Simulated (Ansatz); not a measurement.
# LiAlF4: complex band structure, part 2 of 3

Wanted: the relaxed cell of LiAlF4, its band edges and its decay constants. It is built by putting Li for Rb in the RbAlF4 structure of space group P4/mmm, with the volume rescaled by atomic radii. The parent structure comes from the Materials Project.

Ansatz 0.2.0; LDA DFT, plane waves, PAW files (the session's first sound run).

So far. Step 2 (Cell and atoms at rest): The largest force component on a free atom ends at 0.0049 eV/Å.

The structure was built from a prototype and need not be the compound's stable phase.

**3. Band edges**

The energy window and the wavevectors of the next steps follow from the band edges, so these are searched first, off the mesh as well.

input.yaml reads:

```yaml
crystal:
  lattice:
    - [3.5136175894, 0.0, 0.0]
    - [0.0, 3.5136175894, 0.0]
    - [0.0, 0.0, 5.9549105078]
  atoms:
    - { symbol: Li, position: [0.0, 0.0, 0.0] }
    - { symbol: Al, position: [0.5, 0.5, 0.5] }
    - { symbol: F, position: [0.5, 0.5, 0.7975052322] }
    - { symbol: F, position: [0.5, 0.5, 0.2024947678] }
    - { symbol: F, position: [0.5, 0.0, 0.5] }
    - { symbol: F, position: [0.0, 0.5, 0.5] }
kpoints:
  mp_grid: { grid: [8, 8, 4] }
  band_path: { path: [VBM, CBM], npoints: 30 }
scf:
  occupations: { method: fixed }
hamiltonian:
  xc: lda
output:
  eigenvalues: true
  write_potential: true
  write_density: true
  volumetric_format: npy
  elf: true
```

Command:

```sh
> ansatz run input.yaml --threads 2 --pin off --max-ram 4096MiB --backend cpu --events-out ev --progress --plain --runs-dir out
```

Numbers of over 12 decimals in the logs are rounded to 6 here.

The program printed:

```text
[...]
Crystal: 6 atoms, lattice volume = 73.516 Å³
Basis set: ecut = 420 eV, 1431 PW (Γ)
Bands: 23, of which v1, the nominal top of the filled ones, is band 17 counted from 1 (16 counted from 0)
Symmetry: 16 space group operations
[...]
k-points: 45 of 256
[...]
SCF iter   1: F=—  HF=-3897.377420 eV  |F-HF|=—  |Δ(HF+E_count)|=         —  Δρ=1.70e-2  dr2=1.49e-1  ethr=1.77e-3  ⟨swp⟩=4.6  Hψ=4325  notcnv=0  defer=153
[...]
SCF iter   7: F=-3897.327197 eV  HF=-3897.327197 eV  |F-HF|=2.59e-10  |Δ(HF+E_count)|=   1.25e-8  Δρ=2.78e-6  dr2=1.99e-9  ethr=2.28e-10  ⟨swp⟩=1.0  Hψ=2941  notcnv=0
SCF 1 converged in 7 iterations: F = -3897.327197 eV  dr2 = 1.99e-9
[...]
NSCF: frozen V_eff on 40 k-points
[...]
SCF converged after 7 iterations
Free energy (F): -3897.327197 eV
[...]
Internal energy: -3897.327197 eV  (E = F + TS)
E sigma→0 (E₀):  -3897.327197 eV
Fermi energy:    -0.144622 eV
[...]
--- Band table (eV; the first three rows and the last of 45) ---
  k-point 0: bands = [... 13 lower, -0.7771, -0.7581, -0.7581, -0.4797, 5.6152, 8.8377, 11.0147, 13.4075, ... 2 higher]
  k-point 1: bands = [... 13 lower, -1.0041, -0.8246, -0.5284, -0.5284, 5.9516, 8.1166, 11.5660, 13.5983, ... 2 higher]
  k-point 2: bands = [... 13 lower, -1.1016, -1.1016, -0.4283, -0.4283, 6.5555, 7.2673, 11.9455, 13.5825, ... 2 higher]
  k-point 44: bands = [... 13 lower, -0.8093, -0.6180, -0.5292, -0.5292, 9.4398, 9.7194, 9.7194, 10.3049, ... 2 higher]
```

Run time: 4.7 s. Hardware: 2 threads of Intel Xeon Platinum 8488C (Sapphire Rapids), shared host; peak memory 0.4 GiB.

Reading the cycles: dr2 is the Hartree energy of the density residual (eV), the measure of convergence; HF is the Harris–Foulkes estimate of the energy, which meets the free energy F at convergence.

This step gave:

```yaml
free_energy: -3897.3272 eV
fermi_energy: -0.1446 eV
gap_on_the_k_mesh: 5.760 eV
gap_on_path: 5.760 eV, by band count; negative where bands overlap
direct_gap_on_path: 6.095 eV
edge_places_on_path: 0, 1.185 1/A along the path
```

The electronic bands at the labelled points (eV, zero at the Fermi level (highest filled level under fixed occupations); v1 is the highest filled band, c1 the lowest empty one):

```tsv
point	v4	v3	v2	v1	c1
VBM	-1.14	-0.49	0.00	0.00	9.68
halfway	-1.01	-0.89	-0.20	-0.05	7.32
CBM	-0.63	-0.61	-0.61	-0.34	5.76
```

ELF in the ac plane at fractional y = 0.500, with atoms of Al and F within 0.2 Å of it. It is the smooth field of the valence electrons, not physical close to the nuclei.

Values, 23 rows by 14 columns, each cell a mean:
```
0.01 0.02 0.04 0.09 0.15 0.21 0.27 0.29 0.26 0.20 0.13 0.07 0.04 0.02
0.01 0.03 0.12 0.30 0.49 0.62 0.70 0.72 0.69 0.60 0.44 0.25 0.10 0.03
0.01 0.06 0.22 0.50 0.71 0.80 0.81 0.80 0.81 0.79 0.67 0.43 0.18 0.04
0.01 0.06 0.26 0.58 0.78 0.81 0.70 0.60 0.73 0.81 0.74 0.50 0.21 0.04
0.01 0.04 0.19 0.53 0.76 0.78 0.62 0.46 0.66 0.79 0.73 0.44 0.15 0.03
0.02 0.03 0.09 0.36 0.69 0.78 0.72 0.66 0.74 0.78 0.63 0.28 0.07 0.03
0.15 0.09 0.05 0.15 0.48 0.72 0.80 0.81 0.79 0.70 0.39 0.10 0.06 0.11
0.54 0.42 0.21 0.09 0.21 0.49 0.70 0.75 0.67 0.44 0.15 0.10 0.25 0.46
0.78 0.73 0.56 0.26 0.12 0.19 0.33 0.38 0.31 0.16 0.13 0.33 0.60 0.74
0.77 0.79 0.77 0.57 0.22 0.05 0.03 0.04 0.03 0.06 0.30 0.64 0.78 0.79
0.52 0.68 0.80 0.75 0.39 0.05 0.01 0.02 0.01 0.07 0.52 0.79 0.79 0.65
0.49 0.66 0.80 0.76 0.41 0.05 0.01 0.01 0.01 0.08 0.53 0.79 0.79 0.62
0.72 0.77 0.79 0.65 0.28 0.04 0.01 0.01 0.01 0.05 0.38 0.71 0.80 0.76
0.80 0.76 0.63 0.32 0.12 0.13 0.23 0.27 0.21 0.12 0.15 0.40 0.66 0.77
0.61 0.50 0.28 0.11 0.17 0.43 0.65 0.71 0.62 0.38 0.13 0.13 0.32 0.53
0.24 0.16 0.07 0.11 0.40 0.68 0.79 0.81 0.78 0.65 0.31 0.08 0.08 0.18
0.04 0.03 0.07 0.31 0.65 0.78 0.76 0.71 0.77 0.77 0.58 0.23 0.06 0.03
0.01 0.04 0.17 0.51 0.76 0.78 0.63 0.49 0.67 0.79 0.72 0.42 0.13 0.03
0.01 0.05 0.25 0.58 0.78 0.80 0.67 0.55 0.70 0.81 0.75 0.50 0.20 0.04
0.01 0.06 0.25 0.54 0.74 0.81 0.79 0.76 0.80 0.81 0.70 0.47 0.20 0.04
0.01 0.04 0.14 0.35 0.55 0.68 0.74 0.76 0.74 0.66 0.50 0.29 0.12 0.03
0.01 0.02 0.05 0.12 0.21 0.30 0.37 0.39 0.36 0.29 0.19 0.10 0.05 0.02
0.01 0.02 0.02 0.03 0.04 0.05 0.05 0.05 0.05 0.05 0.04 0.03 0.02 0.02
```
Columns run along a (3.5 Å), rows up along c (6.0 Å). Atoms in or near the plane, at fractional coordinates: Al at (0.50, 0.50), F at (0.50, 0.80), F at (0.50, 0.20), F at (0.00, 0.50).

Valence density in the ac plane at fractional y = 0.500, with atoms of Al and F within 0.2 Å of it. It is the smooth field of the valence electrons, not physical close to the nuclei.

Ten even steps from '0' (0 e/Å³) to '9' (13 e/Å³), each cell a mean:
```
00000000000000
00000000000000
00000123200000
00000268520000
00000379620000
00000246410000
00000012100000
00000000000000
10000000000000
42100000000013
96200000000137
96200000000137
53100000000014
11000000000001
00000000000000
00000011100000
00000135310000
00000379620000
00000379620000
00000134310000
00000001000000
00000000000000
00000000000000
```
Columns run along a (3.5 Å), rows up along c (6.0 Å). Atoms in or near the plane, at fractional coordinates: Al at (0.50, 0.50), F at (0.50, 0.80), F at (0.50, 0.20), F at (0.00, 0.50).

Electrostatic potential energy in the ac plane at fractional y = 0.500, with atoms of Al and F within 0.2 Å of it. With pseudopotentials it is smooth inside the atoms' cores, unlike the true potential.

Values in eV, 23 rows by 14 columns, each cell a mean:
```
  6   7   7   8   8   8   8   8   8   8   8   8   7   7
  7   7   7   8   8   6   0  -3   1   7   8   8   7   7
  7   7   8   8   6  -8 -24 -29 -22  -4   7   8   8   7
  8   8   8   8  -1 -25 -38 -41 -37 -21   4   8   8   8
  8   8   8   7  -3 -28 -41 -42 -40 -24   2   8   8   8
  8   8   8   7   1 -21 -37 -40 -35 -16   5   7   8   8
  8   8   8   7   4  -4 -19 -24 -16  -2   5   7   8   8
  6   6   6   5   2  -2  -6  -8  -5  -1   3   5   6   6
 -9  -4   3   2  -4 -10 -13 -13 -13  -9  -2   2   2  -5
-34 -28 -12  -3 -11 -14 -11  -9 -12 -14  -9  -3 -15 -29
-42 -40 -28  -9 -14 -11  -3   0  -5 -13 -12 -12 -31 -41
-42 -41 -29  -9 -14 -11  -3   0  -4 -13 -13 -12 -32 -42
-39 -34 -17  -4 -12 -14  -9  -6 -10 -14 -10  -5 -22 -35
-15  -8   1   1  -5 -12 -14 -14 -14 -11  -4   2   0 -10
  6   6   6   4   1  -3  -8  -9  -7  -3   2   5   6   6
  8   8   7   6   4  -2 -13 -18 -11   0   5   7   7   8
  8   8   8   7   2 -17 -33 -38 -31 -13   5   7   8   8
  8   8   8   7  -3 -28 -41 -42 -39 -24   3   8   8   8
  8   8   8   8  -2 -27 -39 -42 -38 -23   3   8   8   8
  7   7   8   8   4 -14 -30 -34 -28 -10   7   8   8   7
  7   7   7   8   8   5  -4  -8  -2   6   8   8   7   7
  6   7   7   8   8   8   8   8   8   8   8   8   7   7
  6   6   7   8   8   8   8   8   8   8   8   8   7   6
```
Columns run along a (3.5 Å; values clipped at the 3rd and 97th percentile), rows up along c (6.0 Å). Atoms in or near the plane, at fractional coordinates: Al at (0.50, 0.50), F at (0.50, 0.80), F at (0.50, 0.20), F at (0.00, 0.50).

The searched edges give 5.76 eV, as on the mesh.

**4. Complex bands, plane (110), k-mesh 4×10×10**

This step: LDA DFT, plane waves, PAW files; complex bands by layer matching along the plane's normal (Ansatz 0.2.0).

The same crystal is laid in a cell whose first two vectors span the (110) plane (indices of the standard conventional cell, whose axes can be ordered otherwise than in the bulk input). At fixed energy and wavevector in the plane the solver finds all kz, real and complex. A few wavevectors are listed, (0, 0), (0, -0.0625) and (0.5, 0) in units of the plane's reciprocal vectors; the slowest state needn't be among them.

input.yaml reads:

```yaml
crystal:
  lattice:
    - [5.954910508, 0.0, 0.0]
    - [0.0, 4.969005648, 0.0]
    - [0.0, 2.484502824, 2.484502824]
  atoms:
    - { symbol: Li, position: [0.0, 0.0, 0.0] }
    - { symbol: Al, position: [0.5, 0.5, 0.0] }
    - { symbol: F, position: [0.7975052322, 0.5, 0.0] }
    - { symbol: F, position: [0.2024947678, 0.5, 0.0] }
    - { symbol: F, position: [0.5, 0.0, 0.5] }
    - { symbol: F, position: [0.5, 0.5, 0.5] }
kpoints:
  mp_grid: { grid: [4, 10, 10] }
scf:
  occupations: { method: fixed }
hamiltonian:
  xc: lda
output:
  eigenvalues: true
  transmission:
    leads: [[0, 0]]
    kpoints: [[0.0, 0.0], [0.0, -0.0625], [0.5, 0.0]]
    e_range: [-1.0, 6.76]
    de: 0.16
```

The program printed:

```text
[...]
Crystal: 6 atoms, lattice volume = 73.516 Å³
Basis set: ecut = 420 eV, 1431 PW (Γ)
Bands: 23, of which v1, the nominal top of the filled ones, is band 17 counted from 1 (16 counted from 0)
Symmetry: 16 space group operations
[...]
k-points: 63 of 400
[...]
SCF iter   1: F=—  HF=-3897.377212 eV  |F-HF|=—  |Δ(HF+E_count)|=         —  Δρ=1.70e-2  dr2=1.49e-1  ethr=1.77e-3  ⟨swp⟩=4.6  Hψ=6061  notcnv=0  defer=218
[...]
SCF iter   7: F=-3897.326969 eV  HF=-3897.326969 eV  |F-HF|=2.24e-10  |Δ(HF+E_count)|=   8.40e-9  Δρ=2.73e-6  dr2=1.92e-9  ethr=2.05e-10  ⟨swp⟩=1.0  Hψ=4127  notcnv=0
SCF 1 converged in 7 iterations: F = -3897.326969 eV  dr2 = 1.92e-9
[...]
transmission: 4 of 12 steps passed
transmission: 8 of 12 steps passed
transmission: 12 of 12 steps passed
SCF converged after 7 iterations
Free energy (F): -3897.326969 eV
[...]
Internal energy: -3897.326969 eV  (E = F + TS)
E sigma→0 (E₀):  -3897.326969 eV
Fermi energy:    -0.144643 eV
[...]
--- Band table (eV; the first three rows and the last of 63) ---
  k-point 0: bands = [... 13 lower, -0.7771, -0.7581, -0.7581, -0.4797, 5.6152, 8.8377, 11.0147, 13.4075, ... 2 higher]
  k-point 1: bands = [... 13 lower, -0.8600, -0.8218, -0.6356, -0.3552, 5.9509, 9.0415, 11.2172, 12.2089, ... 2 higher]
  k-point 2: bands = [... 13 lower, -1.0891, -0.9807, -0.4132, -0.2201, 6.8070, 9.5194, 11.0409, 11.6592, ... 2 higher]
  k-point 62: bands = [... 13 lower, -1.0026, -0.9969, -0.5645, -0.3927, 8.4537, 8.9085, 9.8129, 12.2144, ... 2 higher]
--- Transmission ---
  basis      : 255 plane waves across, 4 finite elements along
  points     : 3, as listed
  energies   : 49 from -1.000000 to 6.680000 eV about the Fermi level, 0.160000 eV apart; the leads are filled to 2.879944 eV, and channels, transmission and decay are at 2.840000 eV
  crystal 0  : Li1Al1F4, at the sites [0, 0], period 2.4845 Å: whole cells are its period
    offset         : up to 0.0000 Å between an atom of the period and one for which it stands
    channels       : 0.000000e0 a spin
    conductance    : none, the energies end too early or step too widely for 300 K: set another output.transmission.e_range or a lower de, or, where they end at an eighth of basis.ecutwfc, a higher one
    slowest decay  : 0.5437 /Å at (0.0000, 0.0000)
```

Wall time 47 s (2 threads); peak memory 0.76 GiB; 92 s of CPU time.

This step gave:

* free energy: -3897.3270 eV
* level to which the leads are filled: 2.880 eV from the Fermi level
* decay constant at the filling level, zone centre: 0.5437 Å⁻¹
* decay constant at the filling level, slowest listed point: 0.5437 Å⁻¹

K parallel (0, 0); values up to 1.5 1/Å, a degenerate pair printed once or twice; energies at which all values exceed this have no row. Table of Im kz of the slowest decaying states by energy, zero at the highest filled level on the SCF mesh:

```tsv
energy (eV)	decay 1 (Å⁻¹)	decay 2 (Å⁻¹)	decay 3 (Å⁻¹)	decay 4 (Å⁻¹)
-1.00	0.115	0.260	0.275	0.703
-0.68	0.123	0.361	0.770	0.989
-0.20	0.312	0.377	0.513	0.581
-0.04	0.376	0.408	0.562	0.613
0.12	0.424	0.431	0.542	0.603
0.60	0.479	0.521	0.690	0.829
0.92	0.502	0.564	0.727	0.931
1.24	0.520	0.599	0.752	0.954
1.72	0.538	0.638	0.775	0.973
2.04	0.545	0.659	0.784	0.978
2.52	0.547	0.685	0.789	0.978
2.84	0.544	0.699	0.788	0.974
3.16	0.535	0.710	0.786	0.968
3.64	0.512	0.724	0.781	0.955
3.96	0.489	0.732	0.776	0.944
4.44	0.439	0.740	0.768	0.924
4.76	0.393	0.744	0.763	0.904
5.08	0.333	0.746	0.757	0.875
5.56	0.187	0.747	0.748	0.831
5.88	0.740	0.748	0.799	0.847
6.36	0.729	0.745	0.748	0.814
6.68	0.710	0.720	0.742	0.790
```

K parallel (0, -0.0625); values up to 1.5 1/Å, a degenerate pair printed once or twice; energies at which all values exceed this have no row. Im kz of the slowest decaying states against energy, zero at the highest filled level on the SCF mesh:

```tsv
energy (eV)	decay 1 (Å⁻¹)	decay 2 (Å⁻¹)	decay 3 (Å⁻¹)	decay 4 (Å⁻¹)
-1.000	0.0866	0.258	0.273	0.707
-0.520	0.138	0.255	0.403	0.774
-0.040	0.380	0.421	0.594	0.606
0.440	0.472	0.495	0.707	0.769
0.920	0.507	0.565	0.751	0.932
1.560	0.538	0.626	0.784	0.969
2.040	0.550	0.659	0.795	0.979
2.520	0.553	0.685	0.797	0.979
3.000	0.546	0.704	0.794	0.972
3.480	0.528	0.720	0.787	0.961
3.960	0.496	0.731	0.779	0.945
4.440	0.447	0.739	0.771	0.925
4.920	0.375	0.745	0.761	0.890
5.560	0.204	0.747	0.748	0.832
6.040	0.738	0.746	0.784	0.837
6.520	0.725	0.731	0.743	0.804
```

K parallel (0.5, 0); values up to 1.5 1/Å, a degenerate pair printed once or twice; energies at which all values exceed this have no row. Table of Im kz of the slowest decaying states by energy, zero at the highest filled level on the SCF mesh:

```tsv
energy (eV)	decay 1 (Å⁻¹)	decay 2 (Å⁻¹)	decay 3 (Å⁻¹)	decay 4 (Å⁻¹)
-1.00	0.0970	0.0975	0.320	0.336
-0.68	0.142	0.218	0.388	0.625
-0.36	0.228	0.264	0.437	0.457
-0.04	0.390	0.392	0.499	0.536
0.28	0.474	0.476	0.596	0.750
0.60	0.507	0.533	0.671	0.851
0.92	0.531	0.575	0.722	0.934
1.08	0.541	0.592	0.741	0.971
1.40	0.558	0.622	0.772	1.04
1.72	0.572	0.647	0.793	1.09
2.04	0.582	0.668	0.808	1.08
2.36	0.590	0.685	0.817	1.07
2.68	0.595	0.700	0.823	1.06
3.00	0.598	0.712	0.825	1.04
3.32	0.597	0.723	0.825	1.02
3.64	0.594	0.732	0.823	0.966
3.96	0.587	0.739	0.820	0.910
4.28	0.578	0.745	0.815	0.855
4.60	0.564	0.750	0.798	0.809
4.76	0.556	0.751	0.768	0.805
5.08	0.536	0.705	0.754	0.798
5.40	0.511	0.635	0.756	0.791
5.72	0.481	0.555	0.756	0.783
6.04	0.444	0.459	0.756	0.774
6.36	0.332	0.398	0.754	0.765
6.68	0.0799	0.340	0.752	0.756
```

At the listed wavevectors the last open channel is at -0.04 eV and the next at +5.88 eV on the grid. At +2.84 eV, the grid energy nearest the filling level (the middle of the gap on the SCF mesh), the slowest state at the listed wavevectors decays with κ = 0.544 Å⁻¹, its amplitude falling by e over 1.8 Å. Through 1 nm of this crystal that state's transmission falls by exp(−2 × 0.544 Å⁻¹ × 10 Å) = 1.9e-5.

**5. Decay over the two-dimensional zone**

The listed points could miss the slowest state, so one energy near mid-gap is solved on a mesh of 6×10.

Changes to input.yaml since step 4:

```diff
@@ -20,6 +20,2 @@
   eigenvalues: true
-  transmission:
-    leads: [[0, 0]]
-    kpoints: [[0.0, 0.0], [0.0, -0.0625], [0.5, 0.0]]
-    e_range: [-1.0, 6.76]
-    de: 0.16
+  transmission: { leads: [[0, 0]], kmesh: [6, 10], e_range: [2.88, 2.89], de: 0.05 }
```

The program printed:

```text
[...]
Crystal: 6 atoms, lattice volume = 73.516 Å³
Basis set: ecut = 420 eV, 1431 PW (Γ)
Bands: 23, of which v1, the nominal top of the filled ones, is band 17 counted from 1 (16 counted from 0)
Symmetry: 16 space group operations
[...]
k-points: 63 of 400
[...]
SCF iter   1: F=—  HF=-3897.377212 eV  |F-HF|=—  |Δ(HF+E_count)|=         —  Δρ=1.70e-2  dr2=1.49e-1  ethr=1.77e-3  ⟨swp⟩=4.6  Hψ=6061  notcnv=0  defer=218
[...]
SCF iter   7: F=-3897.326969 eV  HF=-3897.326969 eV  |F-HF|=2.24e-10  |Δ(HF+E_count)|=   8.40e-9  Δρ=2.73e-6  dr2=1.92e-9  ethr=2.05e-10  ⟨swp⟩=1.0  Hψ=4127  notcnv=0
SCF 1 converged in 7 iterations: F = -3897.326969 eV  dr2 = 1.92e-9
[...]
transmission: 16 of 96 steps passed
transmission: 32 of 96 steps passed
[...]
transmission: 96 of 96 steps passed
SCF converged after 7 iterations
Free energy (F): -3897.326969 eV
[...]
Internal energy: -3897.326969 eV  (E = F + TS)
E sigma→0 (E₀):  -3897.326969 eV
Fermi energy:    -0.144643 eV
[...]
--- Band table (eV; the first three rows and the last of 63) ---
  k-point 0: bands = [... 13 lower, -0.7771, -0.7581, -0.7581, -0.4797, 5.6152, 8.8377, 11.0147, 13.4075, ... 2 higher]
  k-point 1: bands = [... 13 lower, -0.8600, -0.8218, -0.6356, -0.3552, 5.9509, 9.0415, 11.2172, 12.2089, ... 2 higher]
  k-point 2: bands = [... 13 lower, -1.0891, -0.9807, -0.4132, -0.2201, 6.8070, 9.5194, 11.0409, 11.6592, ... 2 higher]
  k-point 62: bands = [... 13 lower, -1.0026, -0.9969, -0.5645, -0.3927, 8.4537, 8.9085, 9.8129, 12.2144, ... 2 higher]
--- Transmission ---
  basis      : 255 plane waves across, 4 finite elements along
  points     : 24, standing for a mesh of 6 x 10
  energies   : 1 from 2.880000 to 2.880000 eV about the Fermi level; the leads are filled to 2.879944 eV, and channels, transmission and decay are at 2.880000 eV
  crystal 0  : Li1Al1F4, at the sites [0, 0], period 2.4845 Å: whole cells are its period
[...]
channels       : 0.000000e0 a spin
    conductance    : none, crystal 0 has no channel at the energies, or these end too early or step too widely for 300 K: set another output.transmission.e_range or a lower de, or, where they end at an eighth of basis.ecutwfc, a higher one
    slowest decay  : 0.5429 /Å at (0.0000, 0.0000)
```

Run time: 28 s. Hardware: 2 threads; peak memory 0.71 GiB; 53 s of CPU time.

This step gave:

```
least decay constant on the mesh : 0.5429 Å⁻¹
```

Slowest decay constant (1/Å; 0 where a channel is open) over k1 and k2. At 2.8800 eV from the Fermi level.

Values, 10 rows by 6 columns:
```
0.660 0.659 0.657 0.655 0.657 0.659
0.642 0.639 0.633 0.630 0.633 0.639
0.621 0.615 0.601 0.593 0.601 0.615
0.604 0.594 0.570 0.557 0.570 0.594
0.597 0.585 0.558 0.543 0.558 0.585
0.604 0.594 0.570 0.557 0.570 0.594
0.621 0.615 0.601 0.593 0.601 0.615
0.642 0.639 0.633 0.630 0.633 0.639
0.660 0.659 0.657 0.655 0.657 0.659
0.675 0.674 0.673 0.672 0.673 0.674
```
Columns: k1 (b1) from -0.5 to 0.333; rows upwards: k2 (b2) from -0.5 to 0.4.

The least value on the mesh is 0.543 Å⁻¹ at +2.88 eV. At that energy the listed points give about 0.543 Å⁻¹ by interpolation, so the mesh holds no clearly slower state.

(Part 2 of 3 ends here.)

[Logs are printed without paths, hosts, clocks, repeated set-up lines and the standing remarks that a program may print on its own settings, such as how far it seeks lower states.]

[Hosts, paths, dates, database ids (printed as entryN), source tags and the programs' standing remarks are cut or masked in the printed files.]
